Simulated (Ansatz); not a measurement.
## Ba on W(100): change of the work function

How does one ordered layer of Ba (hollow site) change the work function of W(100), and what dipole does each adsorbate carry?

Main program and level: Ansatz 0.2.0; plane-wave DFT, PBE, Ansatz PAW.

## 1. The structure

The cell holds 5 atoms: 5 W. Cell: a = 3.160 Å, b = 3.160 Å, c = 24.320 Å, α = 90.0°, β = 90.0°, γ = 90.0°. Vacuum lies along c.

Structure file:

```cif
data_structure
_symmetry_space_group_name_H-M 'P 1'
_symmetry_Int_Tables_number 1
_cell_length_a 3.1600
_cell_length_b 3.1600
_cell_length_c 24.3200
_cell_angle_alpha 90.000
_cell_angle_beta 90.000
_cell_angle_gamma 90.000
_cell_volume 242.85
loop_
_atom_site_label
_atom_site_type_symbol
_atom_site_fract_x
_atom_site_fract_y
_atom_site_fract_z
_atom_site_occupancy
W1 W 0.00000 0.00000 0.37007 1
W2 W 0.50000 0.50000 0.43503 1
W3 W 0.00000 0.00000 0.50000 1
W4 W 0.50000 0.50000 0.56497 1
W5 W 0.00000 0.00000 0.62993 1
```

## 2. The clean slab

The bare slab comes first, as the zero from which every change is counted. The two lowest layers are held at bulk places and the upper ones relax. The dipole correction removes the false field that a one-sided slab makes across the periodic vacuum, so each face gets a flat vacuum level of its own.

input.yaml reads:

```yaml
crystal:
  lattice:
    - [3.16, 0.0, 0.0]
    - [0.0, 3.16, 0.0]
    - [0.0, 0.0, 24.32]
  atoms:
    - { symbol: W, position: [0.0, 0.0, 0.3700657895] }
    - { symbol: W, position: [0.5, 0.5, 0.4350328947] }
    - { symbol: W, position: [0.0, 0.0, 0.5] }
    - { symbol: W, position: [0.5, 0.5, 0.5649671053] }
    - { symbol: W, position: [0.0, 0.0, 0.6299342105] }
kpoints:
  mp_grid: { grid: [12, 12, 1] }
hamiltonian:
  xc: pbe
scf:
  occupations: { method: fermi_dirac, width: 0.1 }
  convergence: { dr2_threshold: 1.0e-08 }
efield:
  axis: 3
  dipole_correction: true
  ramp_position: 0.97
  ramp_width: 0.06
relax:
  f_tol: 0.02
  max_steps: 60
  constraints: [{ sites: [0, 1] }]
output:
  write_potential: true
  write_density: true
  volumetric_format: npy
```

Launch:

```bash
> ansatz run input.yaml --threads 4 --pin off --max-ram 6144MiB --backend cpu --events-out ev --progress --plain --runs-dir out
```

Output:

```text
Engine: ansatz 0.2.0, x86_64-unknown-linux-gnu
Pseudopotentials: kind: paw
Pseudopotential: W, paw, valence charge 14, recommended cutoff 420 eV (normal), W.paw.azcp
Functional definition: PBE
  parameter kappa = 0.804
  parameter beta = 0.066725
  exchange = pbe_x(kappa = kappa, mu = beta*pi^2/3)
  correlation = pbe_c(beta = beta)
Crystal: 5 atoms, lattice volume = 242.850 Å³
Basis set: ecut = 420 eV, 4785 PW (Γ), exchange–correlation on 48×48×360 points (8 copies of the dense FFT grid, shifted against one another)
Bands: 42, of which v1, the nominal top of the filled ones, is band 35 counted from 1 (34 counted from 0)
Symmetry: 8 space group operations
k-points: 28 of 144
Non-local potential: W, projectors of the file, l = 0: 3, l = 1: 2, l = 2: 2, l = 3: 1
PAW form: soft (Blöchl's): semilocal exchange-correlation on the pseudo side does not see the compensation charge
PAW one-centre angular grid: W, 590 points (default); XC on 64 Gauss nodes
Initial density: superposition of atomic densities (neutral atoms: chi_scale 0, normalization atom), corrected by the library's trained network
Initial wavefunctions: pseudopotential atomic-orbital guess
Functional: x = pbe(κ = 0.804, μ = 0.219515), c = pbe(β = 0.066725)
SCF iter   1: F=—  HF=-51918.951096 eV  |F-HF|=—  |Δ(HF+E_count)|=         —  Δρ=5.95e-3  dr2=2.55e-1  ethr=1.77e-3  p=0.000 e·Å  D=1.75e-13 V/Å  ΔV_dip=-0.00 eV  dr2_dipole=1.36e-7  V_vac-E_F(+/−)=4.35/4.35 eV  ⟨swp⟩=8.6  Hψ=5700  notcnv=0
efield: sawtooth ramp at fractional position 0.9700 (set: `efield.ramp_position`, or a place that a band, a saddle search or an elastic batch's reference lends), width 0.0600; the density the first Hamiltonian is built on has a dipole p = 0.000 e·Å; the dipole correction subtracts the counter field D = 1.75e-13 V/Å, which shifts the + side's vacuum level by -0.00 eV against the − side's; the planar-averaged density in the ramp window peaks in size at 1.3e-5 e/Å³
preconditioner: auto → LDOS  [metal: Δε(μ)=0.012 eV  Ē_g=4.218 eV  σ=0.100 eV  W_gap=0.03  n_scr=44 (ndim 8)  ℏωp=13.1 eV  f_vac=0.578  D(μ)=6.08/eV (n_scr^D=36)  β→1.0]
SCF iter   2: F=—  HF=-51918.934205 eV  |F-HF|=—  |Δ(HF+E_count)|=   1.69e-2  Δρ=4.40e-3  dr2=1.09e-1  ethr=3.64e-4  p=0.000 e·Å  D=4.17e-6 V/Å  ΔV_dip=-0.00 eV  dr2_dipole=3.08e-7  V_vac-E_F(+/−)=4.26/4.26 eV  ⟨swp⟩=2.3  Hψ=2028  notcnv=0
SCF iter   3: F=—  HF=-51918.923000 eV  |F-HF|=—  |Δ(HF+E_count)|=   1.12e-2  Δρ=1.09e-3  dr2=7.42e-3  ethr=1.56e-4  p=0.000 e·Å  D=2.29e-6 V/Å  ΔV_dip=-0.00 eV  dr2_dipole=1.80e-8  V_vac-E_F(+/−)=4.26/4.26 eV  ⟨swp⟩=2.0  Hψ=1782  notcnv=0
SCF iter   4: F=—  HF=-51918.923163 eV  |F-HF|=—  |Δ(HF+E_count)|=   1.63e-4  Δρ=3.17e-4  dr2=3.30e-4  ethr=1.06e-5  p=0.000 e·Å  D=1.72e-6 V/Å  ΔV_dip=-0.00 eV  dr2_dipole=1.10e-9  V_vac-E_F(+/−)=4.24/4.24 eV  ⟨swp⟩=2.3  Hψ=1596  notcnv=0
SCF iter   5: F=—  HF=-51918.923250 eV  |F-HF|=—  |Δ(HF+E_count)|=   8.72e-5  Δρ=1.24e-4  dr2=3.15e-5  ethr=4.72e-7  p=0.000 e·Å  D=1.00e-6 V/Å  ΔV_dip=-0.00 eV  dr2_dipole=1.10e-10  V_vac-E_F(+/−)=4.23/4.23 eV  ⟨swp⟩=3.1  Hψ=2006  notcnv=0
SCF iter   6: F=—  HF=-51918.923288 eV  |F-HF|=—  |Δ(HF+E_count)|=   3.79e-5  Δρ=4.16e-5  dr2=4.77e-6  ethr=4.50e-8  p=0.000 e·Å  D=2.04e-7 V/Å  ΔV_dip=-0.00 eV  dr2_dipole=2.62e-12  V_vac-E_F(+/−)=4.23/4.23 eV  ⟨swp⟩=2.6  Hψ=2048  notcnv=0
SCF iter   7: F=—  HF=-51918.923579 eV  |F-HF|=—  |Δ(HF+E_count)|=   2.92e-4  Δρ=1.09e-5  dr2=2.41e-7  ethr=6.81e-9  p=0.000 e·Å  D=5.52e-8 V/Å  ΔV_dip=-0.00 eV  dr2_dipole=5.97e-12  V_vac-E_F(+/−)=4.23/4.23 eV  ⟨swp⟩=3.0  Hψ=2272  notcnv=0
SCF iter   8: F=—  HF=-51918.923580 eV  |F-HF|=—  |Δ(HF+E_count)|=   8.24e-7  Δρ=2.94e-6  dr2=3.53e-8  ethr=3.45e-10  p=0.000 e·Å  D=1.23e-9 V/Å  ΔV_dip=-0.00 eV  dr2_dipole=2.46e-13  V_vac-E_F(+/−)=4.23/4.23 eV  ⟨swp⟩=3.1  Hψ=2338  notcnv=0
SCF iter   9: F=-51918.923580 eV  HF=-51918.923580 eV  |F-HF|=8.21e-9  |Δ(HF+E_count)|=   5.96e-8  Δρ=8.66e-7  dr2=5.36e-9  ethr=1.43e-11  p=-0.000 e·Å  D=-1.94e-8 V/Å  ΔV_dip=0.00 eV  dr2_dipole=1.36e-12  V_vac-E_F(+/−)=4.23/4.23 eV  ⟨swp⟩=11.4  Hψ=9033  notcnv=0
SCF 1 converged in 9 iterations: F = -51918.923580 eV  dr2 = 5.36e-9
  greatest PAW one-centre occupation: 1.000 electrons in one spin orbital (limit 2), on the W atom at site 0 (counted from 0), in its partial waves of l = 0
relax step   1: F+E_penalty+E_count = -51918.92358024 eV  Δ(F+E_penalty+E_count) = +0.000e0 eV  max|allowed force component| = 1.592e0 eV/Å  Δτ_max = 0.0000 Å  (9 SCF iters, accepted)
Initial density: handed on by an earlier stage of this run
Initial wavefunctions: those handed on with the density
SCF iter   1: F=—  HF=-51918.860676 eV  |F-HF|=—  |Δ(HF+E_count)|=         —  Δρ=1.54e-2  dr2=6.16e0  ethr=3.10e-3  p=-0.000 e·Å  D=-1.58e-7 V/Å  ΔV_dip=0.00 eV  dr2_dipole=1.87e0  V_vac-E_F(+/−)=4.30/4.30 eV  ⟨swp⟩=6.5  Hψ=3751  notcnv=0
efield: sawtooth ramp at fractional position 0.9700 (set: `efield.ramp_position`, or a place that a band, a saddle search or an elastic batch's reference lends), width 0.0600; the density the first Hamiltonian is built on has a dipole p = -0.000 e·Å; the dipole correction subtracts the counter field D = -1.58e-7 V/Å, which shifts the + side's vacuum level by +0.00 eV against the − side's; the planar-averaged density in the ramp window peaks in size at 1.5e-6 e/Å³
preconditioner: auto → LDOS  [metal: Δε(μ)=0.006 eV  Ē_g=4.379 eV  σ=0.100 eV  W_gap=0.01  n_scr=44 (ndim 8)  ℏωp=13.1 eV  f_vac=0.587  D(μ)=5.24/eV (n_scr^D=14)  β→1.0]
SCF iter   2: F=—  HF=-51918.713987 eV  |F-HF|=—  |Δ(HF+E_count)|=   1.47e-1  Δρ=5.16e-3  dr2=4.47e-1  ethr=3.10e-3  p=0.010 e·Å  D=7.11e-3 V/Å  ΔV_dip=-0.17 eV  dr2_dipole=4.53e-2  V_vac-E_F(+/−)=4.02/4.20 eV  ⟨swp⟩=2.5  Hψ=1825  notcnv=0
SCF iter   3: F=—  HF=-51918.691291 eV  |F-HF|=—  |Δ(HF+E_count)|=   2.27e-2  Δρ=2.17e-3  dr2=7.74e-2  ethr=6.38e-4  p=0.001 e·Å  D=9.34e-4 V/Å  ΔV_dip=-0.02 eV  dr2_dipole=4.37e-3  V_vac-E_F(+/−)=4.21/4.23 eV  ⟨swp⟩=2.5  Hψ=1825  notcnv=0
SCF iter   4: F=—  HF=-51918.684661 eV  |F-HF|=—  |Δ(HF+E_count)|=   6.63e-3  Δρ=4.62e-4  dr2=2.96e-3  ethr=1.11e-4  p=0.004 e·Å  D=2.87e-3 V/Å  ΔV_dip=-0.07 eV  dr2_dipole=7.96e-4  V_vac-E_F(+/−)=4.16/4.23 eV  ⟨swp⟩=2.2  Hψ=1741  notcnv=0
SCF iter   5: F=—  HF=-51918.684364 eV  |F-HF|=—  |Δ(HF+E_count)|=   2.97e-4  Δρ=1.49e-4  dr2=1.60e-4  ethr=4.23e-6  p=0.004 e·Å  D=3.15e-3 V/Å  ΔV_dip=-0.08 eV  dr2_dipole=3.00e-6  V_vac-E_F(+/−)=4.15/4.23 eV  ⟨swp⟩=2.4  Hψ=1933  notcnv=0
[...]
SCF iter   5: F=—  HF=-51919.034444 eV  |F-HF|=—  |Δ(HF+E_count)|=   9.55e-5  Δρ=1.12e-4  dr2=5.69e-5  ethr=4.38e-7  p=0.007 e·Å  D=5.15e-3 V/Å  ΔV_dip=-0.13 eV  dr2_dipole=1.35e-6  V_vac-E_F(+/−)=4.13/4.25 eV  ⟨swp⟩=3.0  Hψ=2336  notcnv=0
SCF iter   6: F=—  HF=-51919.034436 eV  |F-HF|=—  |Δ(HF+E_count)|=   8.51e-6  Δρ=3.86e-5  dr2=9.60e-6  ethr=8.13e-8  p=0.007 e·Å  D=5.01e-3 V/Å  ΔV_dip=-0.12 eV  dr2_dipole=2.38e-6  V_vac-E_F(+/−)=4.13/4.25 eV  ⟨swp⟩=2.0  Hψ=1754  notcnv=0
SCF iter   7: F=—  HF=-51919.034732 eV  |F-HF|=—  |Δ(HF+E_count)|=   2.97e-4  Δρ=1.68e-5  dr2=1.14e-6  ethr=1.37e-8  p=0.006 e·Å  D=4.83e-3 V/Å  ΔV_dip=-0.12 eV  dr2_dipole=2.79e-7  V_vac-E_F(+/−)=4.13/4.25 eV  ⟨swp⟩=2.3  Hψ=1674  notcnv=0
SCF iter   8: F=—  HF=-51919.034732 eV  |F-HF|=—  |Δ(HF+E_count)|=   3.20e-7  Δρ=6.21e-6  dr2=1.03e-7  ethr=1.62e-9  p=0.006 e·Å  D=4.79e-3 V/Å  ΔV_dip=-0.12 eV  dr2_dipole=1.64e-10  V_vac-E_F(+/−)=4.13/4.25 eV  ⟨swp⟩=2.5  Hψ=1992  notcnv=0
SCF iter   9: F=—  HF=-51919.034733 eV  |F-HF|=—  |Δ(HF+E_count)|=   1.32e-7  Δρ=2.56e-6  dr2=3.69e-8  ethr=1.43e-11  p=0.006 e·Å  D=4.77e-3 V/Å  ΔV_dip=-0.12 eV  dr2_dipole=6.28e-10  V_vac-E_F(+/−)=4.13/4.25 eV  ⟨swp⟩=12.2  Hψ=9834  notcnv=0
SCF iter  10: F=-51919.034733 eV  HF=-51919.034733 eV  |F-HF|=8.20e-9  |Δ(HF+E_count)|=   8.29e-9  Δρ=7.82e-7  dr2=2.92e-9  ethr=1.43e-11  p=0.006 e·Å  D=4.77e-3 V/Å  ΔV_dip=-0.12 eV  dr2_dipole=2.49e-11  V_vac-E_F(+/−)=4.13/4.25 eV  ⟨swp⟩=9.2  Hψ=8754  notcnv=0
SCF 3 converged in 10 iterations: F = -51919.034733 eV  dr2 = 2.92e-9
relax step   3: F+E_penalty+E_count = -51919.03473260 eV  Δ(F+E_penalty+E_count) = -1.112e-1 eV  max|allowed force component| = 2.016e-1 eV/Å  Δτ_max = 0.0990 Å  (10 SCF iters, accepted)
SCF iter   1: F=—  HF=-51919.036585 eV  |F-HF|=—  |Δ(HF+E_count)|=         —  Δρ=7.31e-4  dr2=7.74e-3  ethr=3.62e-4  p=0.006 e·Å  D=4.77e-3 V/Å  ΔV_dip=-0.12 eV  dr2_dipole=1.41e-3  V_vac-E_F(+/−)=4.13/4.25 eV  ⟨swp⟩=1.9  Hψ=1723  notcnv=0
efield: sawtooth ramp at fractional position 0.9700 (set: `efield.ramp_position`, or a place that a band, a saddle search or an elastic batch's reference lends), width 0.0600; the density the first Hamiltonian is built on has a dipole p = 0.006 e·Å; the dipole correction subtracts the counter field D = 4.77e-3 V/Å, which shifts the + side's vacuum level by -0.12 eV against the − side's; the planar-averaged density in the ramp window peaks in size at 2.1e-6 e/Å³
preconditioner: auto → LDOS  [metal: Δε(μ)=0.017 eV  Ē_g=4.256 eV  σ=0.100 eV  W_gap=0.04  n_scr=44 (ndim 8)  ℏωp=13.1 eV  f_vac=0.581  D(μ)=6.09/eV (n_scr^D=36)  β→1.0]
SCF iter   2: F=—  HF=-51919.036460 eV  |F-HF|=—  |Δ(HF+E_count)|=   1.25e-4  Δρ=4.41e-4  dr2=2.28e-3  ethr=1.11e-5  p=0.006 e·Å  D=4.44e-3 V/Å  ΔV_dip=-0.11 eV  dr2_dipole=2.62e-5  V_vac-E_F(+/−)=4.14/4.25 eV  ⟨swp⟩=2.0  Hψ=1771  notcnv=0
SCF iter   3: F=—  HF=-51919.036277 eV  |F-HF|=—  |Δ(HF+E_count)|=   1.83e-4  Δρ=1.27e-4  dr2=1.73e-4  ethr=3.26e-6  p=0.006 e·Å  D=4.65e-3 V/Å  ΔV_dip=-0.11 eV  dr2_dipole=2.40e-8  V_vac-E_F(+/−)=4.14/4.25 eV  ⟨swp⟩=2.1  Hψ=1634  notcnv=0
SCF iter   4: F=—  HF=-51919.036254 eV  |F-HF|=—  |Δ(HF+E_count)|=   2.39e-5  Δρ=2.81e-5  dr2=2.75e-6  ethr=2.47e-7  p=0.006 e·Å  D=4.59e-3 V/Å  ΔV_dip=-0.11 eV  dr2_dipole=2.07e-8  V_vac-E_F(+/−)=4.14/4.25 eV  ⟨swp⟩=3.1  Hψ=1951  notcnv=0
SCF iter   5: F=—  HF=-51919.036537 eV  |F-HF|=—  |Δ(HF+E_count)|=   2.84e-4  Δρ=1.20e-5  dr2=5.50e-7  ethr=3.93e-9  p=0.006 e·Å  D=4.56e-3 V/Å  ΔV_dip=-0.11 eV  dr2_dipole=7.34e-9  V_vac-E_F(+/−)=4.14/4.25 eV  ⟨swp⟩=2.9  Hψ=2275  notcnv=0
SCF iter   6: F=—  HF=-51919.036538 eV  |F-HF|=—  |Δ(HF+E_count)|=   4.48e-7  Δρ=5.05e-6  dr2=1.34e-7  ethr=7.86e-10  p=0.006 e·Å  D=4.56e-3 V/Å  ΔV_dip=-0.11 eV  dr2_dipole=2.26e-9  V_vac-E_F(+/−)=4.14/4.25 eV  ⟨swp⟩=2.3  Hψ=1807  notcnv=0
SCF iter   7: F=—  HF=-51919.036538 eV  |F-HF|=—  |Δ(HF+E_count)|=   1.56e-7  Δρ=1.70e-6  dr2=1.87e-8  ethr=1.91e-10  p=0.006 e·Å  D=4.56e-3 V/Å  ΔV_dip=-0.11 eV  dr2_dipole=2.65e-10  V_vac-E_F(+/−)=4.14/4.25 eV  ⟨swp⟩=2.4  Hψ=1681  notcnv=0
SCF iter   8: F=-51919.036538 eV  HF=-51919.036538 eV  |F-HF|=8.22e-10  |Δ(HF+E_count)|=   2.06e-8  Δρ=2.86e-7  dr2=4.82e-10  ethr=1.43e-11  p=0.006 e·Å  D=4.56e-3 V/Å  ΔV_dip=-0.11 eV  dr2_dipole=4.91e-11  V_vac-E_F(+/−)=4.14/4.25 eV  ⟨swp⟩=11.2  Hψ=8810  notcnv=0
SCF 4 converged in 8 iterations: F = -51919.036538 eV  dr2 = 4.82e-10
relax step   4: F+E_penalty+E_count = -51919.03653794 eV  Δ(F+E_penalty+E_count) = -1.805e-3 eV  max|allowed force component| = 1.013e-2 eV/Å  Δτ_max = 0.0132 Å  (8 SCF iters, accepted)
NSCF: frozen V_eff on 28 k-points
the band table was solved once a step of the walk had ended and its energy, with any forces and stress, was formed, with the checks that follow a solve (5699 applications of the Hamiltonian). They found nothing against the state; the energy, forces and stress were not computed again (output.eigenvalues in the input reference)
WARN: The output density's exchange-correlation potential varies sharply where the density is thin. Do not read a vacuum level from v_tot or v_xc, or from such a field of the output density. On a cell that repeats whose density bears no net charge and no dipole along the vacuum's axis use v_es (v_loc + v_h of the components); under efield.dipole_correction with no amplitude use v_es + v_field, which holds any externa [...]
SCF converged after 8 iterations
Free energy (F): -51919.036538 eV
Harris-Foulkes:  -51919.036538 eV  (|F-HF|=8.22e-10)
Internal energy: -51918.841452 eV  (E = F + TS)
E sigma→0 (E₀):  -51918.938995 eV
Entropy (-TS):   -0.195086 eV (-39.017 meV/atom)
Fermi energy:    4.625999 eV
Dipole field:    D = 0.004553 V/Å  (p = 0.006111 e·Å, saw-weighted, corrected)
Work function:   Φ+ = 4.1402 eV   Φ− = 4.2509 eV
Levels:          The Fermi level and band energies are counted from a zero that moves with the ramp; work functions are not
--- Per-component energies (eV) ---
  E_band       = -1645.874116
  E_kinetic    = 2239.392052
  E_local      = -86026.431522  (includes V_loc(G=0)·N_el)
  E_nonlocal   = 8.030762
  E_hartree    = 41971.393688
  E_xc         = -1327.462600
  E_vxc        = -1184.410985  (∫ρ·V_xc dr)
  E_paw        = -42812.968297  (= ΣΔE_a)
  E_vpaw       = -625.239658  (= ΣTr[D̂ρ^β])
  E_aug_tail   = -0.000292  (compensation charges beyond the density's cutoff)
  E_efield     = 0.000014  (sawtooth field / dipole correction)
  E_vefield    = 0.001484  (∫n·V_field dr)
  E_ewald      = 34029.204743
  E_smearing   = -0.195086  (= −TS)
  E_closure    = -0.000000  (closes the sum)
  Σ components = -51919.036538   (vs F -51919.036538, Δ=0.00e0)
--- Forces (eV/Å), atoms counted from 1 ---
  atom   1  W      0.00000000    -0.00000000     1.17619821
  atom   2  W     -0.00000000     0.00000000    -1.16365804
  atom   3  W      0.00000000     0.00000000     0.00643864
  atom   4  W     -0.00000000    -0.00000000    -0.00883332
  atom   5  W     -0.00000000     0.00000000    -0.01013388
  max |Σ_I F_I| component: 1.16e-5 eV/Å
--- Band table (eV; the first three rows and the last of 28) ---
  k-point 0: bands = [... 31 lower, 3.9668, 3.9668, 4.2629, 4.3964, 4.5526, 4.7209, 4.7256, 4.7256, ... 3 higher]
  k-point 1: bands = [... 31 lower, 3.9951, 4.0760, 4.0848, 4.3099, 4.4402, 4.6657, 5.2346, 5.2855, ... 3 higher]
  k-point 2: bands = [... 31 lower, 3.8308, 3.8974, 3.9275, 4.0569, 4.7980, 5.0730, 5.4757, 5.6383, ... 3 higher]
  k-point 27: bands = [... 31 lower, 3.6812, 3.6812, 6.3929, 6.3929, 6.4506, 6.5904, 7.0051, 7.0051, ... 3 higher]
--- Relaxed structure (4 steps of the walk, 3 accepted, 0 SCFs on fresh bases) ---
  F+E_penalty+E_count = -51919.03653794 eV   max|allowed force component| = 1.013e-2 eV/Å
  atoms:
    - { symbol: W, position: [0.0, 0.0, 0.3700657895] }
    - { symbol: W, position: [0.500000, 0.500000, 0.435033] }
    - { symbol: W, position: [0, 0, 0.499966] }
    - { symbol: W, position: [0.500000, 0.500000, 0.567590] }
    - { symbol: W, position: [-5.274927e-18, 0, 0.626407] }
```

The job ended after 31 s (4 threads of Intel Xeon Platinum 8259CL at 2.50GHz (Skylake/Cascade Lake), shared host; peak memory 0.71 GiB; 1.8 min of CPU time).

The column dr2 measures how far the density is from self-consistency, as an energy; F and HF (Harris–Foulkes) agree once it is small.

The steps of the relaxation:

| step | energy less that of the first step (eV) | largest force component (eV/Å) |
| --- | --- | --- |
| 1 | 0.0000 | 1.5923 |
| 2 | 0.2389 | 2.9711 |
| 3 | -0.1112 | 0.2016 |
| 4 | -0.1130 | 0.0101 |

Relaxation step 2 was tried and not accepted.

The run keeps the 8 symmetry operations that the program found, so distortions that break them were not tested.

The atoms that moved most (Å):

| atom | dx | dy | dz | length |
| --- | --- | --- | --- | --- |
| W5 | 0.000 | 0.000 | -0.086 | 0.086 |
| W4 | 0.000 | 0.000 | 0.064 | 0.064 |

Numbers from this step:

| Quantity | Value |
| --- | --- |
| energy at zero smearing | -51918.9390 eV |
| work function, upper face | 4.140 eV |
| work function, lower face | 4.251 eV |
| dipole along the normal | 0.006111 e·Å |
| step between the vacuum levels | -0.1107 eV |

Running mean over 1.58 Å of the planar mean; the ramp of the sawtooth is left out. The electron's electrostatic potential energy less the Fermi level by z:

| z (Å) | electron's electrostatic potential energy less the Fermi level (eV) |
| --- | --- |
| 3.0 | 4.25 |
| 3.5 | 4.25 |
| 4.0 | 4.25 |
| 4.5 | 4.25 |
| 5.0 | 4.24 |
| 5.5 | 4.22 |
| 6.0 | 4.16 |
| 6.5 | 3.97 |
| 7.0 | 3.41 |
| 7.5 | 1.68 |
| 8.0 | -2.58 |
| 8.5 | -8.00 |
| 9.0 | -11.3 |
| 9.5 | -12.2 |
| 10.0 | -12.4 |
| 10.5 | -12.5 |
| 11.0 | -12.6 |
| 11.5 | -12.7 |
| 12.0 | -12.6 |
| 12.5 | -12.2 |
| 13.0 | -12.0 |
| 13.5 | -12.4 |
| 14.0 | -13.4 |
| 14.5 | -13.9 |
| 15.0 | -13.0 |
| 15.5 | -10.2 |
| 16.0 | -5.21 |
| 16.5 | -0.0115 |
| 17.0 | 2.77 |
| 17.5 | 3.68 |
| 18.0 | 3.99 |
| 18.5 | 4.09 |
| 19.0 | 4.12 |
| 19.5 | 4.13 |
| 20.0 | 4.14 |
| 20.5 | 4.14 |
| 21.0 | 4.14 |

The relaxation took 4 steps and lowered the energy by 0.11 eV; the largest force on the free atoms ends at 0.010 eV/Å.

The work function of the upper face is 4.14 eV.

(Part 1 of 2 ends here.)

[Long decimals in the printed logs are rounded to 6 places.]

[Logs are printed without paths, hosts, clocks, repeated set-up lines and the standing remarks that a program may print on its own settings, such as how far it seeks lower states.]

[Hosts, paths, dates, database ids (printed as entryN), source tags and the programs' standing remarks are cut or masked in the printed files.]

[Maps of the electrostatic potential energy from Ansatz leave out the sawtooth potential of an applied field or a dipole correction, so their vacuum need not be flat; planar profiles and work functions include it.]
